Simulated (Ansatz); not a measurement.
# YS (Fm-3m): phonons and vibrational spectra

Wanted: phonon frequencies of YS (Fm-3m) and what follows from them.

Calculated with Ansatz 0.2.0; DFT PBEsol, scalar-relativistic, plane waves, norm-conserving pseudopotentials.

Report form: the programs' logs are mostly left out.

**1. The structure**

The structure is cubic, space group Fm-3m (No. 225). The conventional cell has a = 5.487 Å, b = 5.487 Å, c = 5.487 Å, α = 90.00°, β = 90.00°, γ = 90.00°. Y has 6 S at 2.74 Å nearest. Nearest to S lie 6 Y at 2.74 Å. Farther neighbours and most contacts between anions are not listed.

**2. Relaxation**

Harmonic phonons are second derivatives at a point where the forces vanish, and they are wanted at zero stress, so atoms and cell are relaxed first.

File input.yaml:

```yaml
crystal:
  lattice:
    - [0.0, 2.74365, 2.74365]
    - [2.74365, 0.0, 2.74365]
    - [2.74365, 2.74365, 0.0]
  atoms:
    - { symbol: "Y", position: [0.5, 0.5, 0.5] }
    - { symbol: S, position: [0.0, 0.0, 0.0] }
kpoints:
  mp_grid: { grid: [14, 14, 14] }
hamiltonian:
  xc: pbesol
  pseudopotentials: { kind: nc }
scf:
  occupations: { method: gaussian, width: 0.1 }
output:
  forces: true
  stress: true
  eigenvalues: true
relax:
  adjacent_minimum: "off"
  f_tol: 0.005
  max_steps: 80
  cell: { stress_tol: 0.05 }
```

On the command line:

```sh
$ ansatz run input.yaml --threads 4 --pin off --max-ram 7168MiB --backend cpu --events-out ev --progress --plain --runs-dir out
```

The job ended after 12 s (4 threads of Arm Neoverse V1, shared host; peak memory 0.47 GiB).

This run has no spin polarisation although its electron count is odd.

Relaxation path:

```csv
step,energy less that of the first step (eV),largest force component (eV/Å),pressure (GPa),volume (Å³)
1,0.0000,0.0000,-1.50,41.31
2,0.0003,0.0000,1.69,40.06
3,-0.0030,0.0000,-0.04,40.71
4*,-0.0029,0.0000,-0.04,40.71
```

Relaxation steps marked * repeat the geometry before them on a plane-wave basis chosen anew for their cell, so energy and pressure can jump there. Relaxation step 2 was tried and not accepted.

The run keeps the 48 symmetry operations that it works with, so distortions that break them were not tested.

```csv
"conventional cell, symmetrised",before,after,change
a (Å),5.487,5.461,-0.5 %
b (Å),5.487,5.461,-0.5 %
c (Å),5.487,5.461,-0.5 %
volume (Å³/atom),20.65,20.35,-1.4 %
```

Final coordinates:

```xyz
2
Lattice="0.0000 2.7304 2.7304 2.7304 0.0000 2.7304 2.7304 2.7304 0.0000" Properties=species:S:1:pos:R:3 pbc="T T T"
Y     2.7304    2.7304    2.7304
S     0.0000    0.0000    0.0000
```

This step gave:

```yaml
pressure: -0.04456 GPa
volume_per_atom: 20.35 Å³
gap_on_the_k_mesh: 0 eV
```

In this step the volume went from 20.65 to 20.35 Å³/atom.

**3. Tight relaxation**

Phonons need a cell at rest on their own settings, so the relaxation is repeated with tight tolerances on forces and stress on the k mesh and occupations of the first response run.

File input.yaml:

```yaml
crystal:
  lattice:
    - [0.0, 2.730368548, 2.730368548]
    - [2.730368548, 0.0, 2.730368548]
    - [2.730368548, 2.730368548, 0.0]
  atoms:
    - { symbol: "Y", position: [0.5, 0.5, 0.5] }
    - { symbol: S, position: [0.0, 0.0, 0.0] }
kpoints:
  mp_grid: { grid: [16, 16, 16] }
hamiltonian:
  xc: pbesol
  pseudopotentials: { kind: nc }
scf:
  occupations: { method: methfessel_paxton, width: 0.2 }
output:
  forces: true
  stress: true
  eigenvalues: true
  write_density: true
  write_potential: true
  elf: true
  volumetric_format: npy
relax:
  adjacent_minimum: "off"
  f_tol: 0.001
  max_steps: 60
  cell: { stress_tol: 0.01 }
```

Elapsed: 19 s, on 4 threads; peak memory 0.55 GiB; 75 s of CPU time.

Little changed from the start: no atom moved by 0.005 Å and no cell edge by 0.1 %.

Numbers from this step:

```yaml
pressure: -3.42e-4 GPa
volume_per_atom: 20.34 Å³
```

Electrostatic potential energy in the ac plane of the conventional cell at fractional y = 0.000, with atoms of Y and S within 0.2 Å of it. With pseudopotentials it is smooth inside the atoms' cores, unlike the true potential.

Ten even steps from '_' (-131 eV) to '@' (13 eV), each cell a mean:
```
::**%%@@@@##--__..**@@@@@@##==
##%%@@@@@@@@##++**%%@@@@@@@@##
@@@@@@@@@@@@@@@@@@@@@@@@@@@@@@
@@@@@@@@@@@@@@@@@@@@@@@@@@@@@@
%%%%@@@@@@@@@@@@@@@@@@@@@@@@%%
--**%%@@@@@@##++**%%@@@@@@##==
__::##@@@@%%++..--##@@@@%%++__
__==%%@@@@%%++::==##@@@@%%**..
++##@@@@@@@@%%##%%@@@@@@@@%%**
@@@@@@@@@@@@@@@@@@@@@@@@@@@@@@
@@@@@@@@@@@@@@@@@@@@@@@@@@@@@@
@@@@@@@@@@@@%%%%%%@@@@@@@@@@@@
++##@@@@@@%%**--==##@@@@@@%%**
..++%%@@@@##::____++%%@@@@##::
```
Columns run along a (5.5 Å; values clipped at the 3rd and 97th percentile), rows up along c (5.5 Å), edges of the conventional cell, whose origin can differ from the input's. Atoms in or near the plane, at fractional coordinates: Y at (0.50, 0.00), Y at (0.00, 0.50), S at (0.00, 0.00), S at (0.50, 0.50).

ELF in the ac plane of the conventional cell at fractional y = 0.000, with atoms of Y and S within 0.2 Å of it. It is the smooth field of the valence electrons, not physical close to the nuclei.

Values, 14 rows by 15 columns, each cell a mean:
```
0.24 0.65 0.82 0.50 0.20 0.64 0.76 0.38 0.61 0.80 0.34 0.28 0.74 0.77 0.37
0.76 0.83 0.77 0.44 0.14 0.40 0.73 0.80 0.79 0.58 0.18 0.25 0.67 0.82 0.78
0.68 0.65 0.52 0.28 0.11 0.13 0.25 0.33 0.29 0.16 0.10 0.19 0.43 0.61 0.67
0.23 0.20 0.16 0.14 0.19 0.29 0.36 0.38 0.37 0.33 0.25 0.16 0.15 0.19 0.22
0.56 0.43 0.19 0.12 0.37 0.67 0.78 0.80 0.79 0.73 0.54 0.20 0.11 0.31 0.52
0.73 0.80 0.50 0.16 0.50 0.81 0.78 0.58 0.67 0.82 0.70 0.24 0.28 0.74 0.80
0.19 0.70 0.66 0.20 0.54 0.81 0.51 0.08 0.25 0.75 0.74 0.26 0.41 0.81 0.40
0.41 0.79 0.62 0.19 0.53 0.81 0.60 0.22 0.41 0.79 0.73 0.26 0.38 0.79 0.56
0.80 0.73 0.36 0.14 0.47 0.78 0.82 0.76 0.80 0.82 0.65 0.22 0.21 0.60 0.78
0.32 0.23 0.12 0.12 0.31 0.54 0.65 0.68 0.67 0.60 0.41 0.17 0.10 0.18 0.30
0.38 0.36 0.29 0.19 0.15 0.17 0.20 0.23 0.22 0.18 0.15 0.15 0.24 0.33 0.37
0.79 0.77 0.66 0.36 0.11 0.19 0.44 0.57 0.52 0.31 0.12 0.21 0.55 0.74 0.79
0.58 0.77 0.80 0.48 0.16 0.53 0.82 0.74 0.79 0.71 0.27 0.27 0.71 0.83 0.67
0.09 0.53 0.81 0.51 0.21 0.68 0.70 0.17 0.42 0.80 0.38 0.29 0.75 0.75 0.22
```
Columns run along a (5.5 Å), rows up along c (5.5 Å), edges of the conventional cell, whose origin can differ from the input's. Atoms in or near the plane, at fractional coordinates: Y at (0.50, 0.00), Y at (0.00, 0.50), S at (0.00, 0.00), S at (0.50, 0.50).

Valence density in the ac plane of the conventional cell at fractional y = 0.000, with atoms of Y and S within 0.2 Å of it. It is the smooth field of the valence electrons, not physical close to the nuclei.

Ten even steps from '0' (0.1 e/Å³) to '9' (2.9 e/Å³), each cell a mean:
```
132004969710132
321001586200023
110000011000001
000000000000000
310000122100012
972001333210159
294012301310286
693002312310178
841001233200037
100000111000001
000000000000000
210000132100012
331002799400123
032004926810131
```
Columns run along a (5.5 Å), rows up along c (5.5 Å), edges of the conventional cell, whose origin can differ from the input's. Atoms in or near the plane, at fractional coordinates: Y at (0.50, 0.00), Y at (0.00, 0.50), S at (0.00, 0.00), S at (0.50, 0.50).

The forces vanish by symmetry and the pressure is 0.000 GPa, within the tolerances set. The cell now holds 20.34 Å³/atom.

**4. Zone-centre response**

The zone centre comes first: it holds the modes that light can see, as far as symmetry allows. No field response is asked, since the mesh shows no gap.

input.yaml, the sections that differ from step 3:

```yaml
crystal:
  lattice:
    - [0.0, 2.7296872572, 2.7296872572]
    - [2.7296872572, 0.0, 2.7296872572]
    - [2.7296872572, 2.7296872572, 0.0]
  atoms:
    - { symbol: "Y", position: [0.5, 0.5, 0.5] }
    - { symbol: S, position: [0.0, 0.0, 0.0] }
output:
  eigenvalues: true
phonons:
  method: dfpt
# kpoints, hamiltonian, scf: as in step 3
# relax: removed
```

Elapsed: 43 s, on 4 threads; peak memory 1.8 GiB; 2.8 min of CPU time.

This step gave:

```
sum-rule residual before enforcement                    : 5.31e-6 eV/Å²
point group                                             : m-3m
highest optical mode at the zone centre (no LO-TO term) : 299.3 cm⁻¹
lowest optical zone-centre mode                         : 299.3 cm⁻¹
```

Patterns of degenerate modes are one choice out of their space. Modes at Γ, with each element's share of the kinetic energy:

```csv
mode,frequency (cm⁻¹),symmetry,Y %,S %
1,0.0,acoustic,73,27
2,0.0,acoustic,73,27
3,0.0,acoustic,73,27
4,299.3,T1u,27,73
5,299.3,T1u,27,73
6,299.3,T1u,27,73
```

Displacements in mode 6 (299.3 cm⁻¹), the largest set to 1:
```
Y1   0.00 -0.36  0.00
S2   0.00  1.00  0.00
```

Before it was imposed, the acoustic sum rule was missed by 5.3e-6 eV/Å². Small misses are needed for a sound result but don't prove that mesh and cutoff are converged. The lowest optical mode is real, 299 cm⁻¹.

**5. Phonons on a q mesh**

Stability and thermal properties need the whole zone. Linear response on a 4×4×4 q mesh gives force constants as far as a supercell of that size would.

input.yaml, as its differences from that of step 4:

```diff
@@ -19 +19,8 @@
   method: dfpt
+  qmesh: [4, 4, 4]
+  temperatures: { t_max: 1000, t_step: 50 }
+  qpath:
+    path:
+      - [[0.0, 0.0, 0.0], [0.5, 0.0, 0.5], [0.625, 0.25, 0.625]]
+      - [[0.375, 0.375, 0.75], [0.0, 0.0, 0.0], [0.5, 0.5, 0.5], [0.5, 0.25, 0.75], [0.5, 0.0, 0.5]]
+    npoints: 10
```

Run time: 27 s. Hardware: 4 threads; peak memory 2.1 GiB.

The run ended with an error after its SCF cycle had converged; no result of it is taken.

**6. Results**

| Quantity | Value |
| --- | --- |
| space group after relaxation (within 0.01 Å) | Fm-3m |
| volume per atom | 20.3 Å³ |
| electronic character | no gap on this mesh |
| highest optical mode at the zone centre (no LO-TO term) | 299 cm⁻¹ |
| lowest optical zone-centre mode | 299 cm⁻¹ |
| imaginary modes at Γ (the only wavevector solved) | none |

**Reading.** The structure is stable against zone-centre distortions, since no mode there is imaginary; runs at other wavevectors are not part of this account. The optical modes at Γ form one degenerate level at 299 cm⁻¹. The dispersion is not part of this account. The highest mode in this list at Γ, 299.3 cm⁻¹, is mostly motion of S (73 % of the kinetic energy). With no gap, or one that is small against the smearing, the frequencies hang on the k mesh and the smearing, most of all near Kohn anomalies. The phonon runs are without spin polarisation, although the cell has an odd electron count. These are harmonic frequencies at zero temperature: anharmonic shifts, linewidths and thermal expansion are left out.

[Logs are printed without paths, hosts, clocks, repeated set-up lines and the standing remarks that a program may print on its own settings, such as how far it seeks lower states.]

[Hosts, paths, dates, database ids (printed as entryN), source tags and the programs' standing remarks are cut or masked in the printed files.]
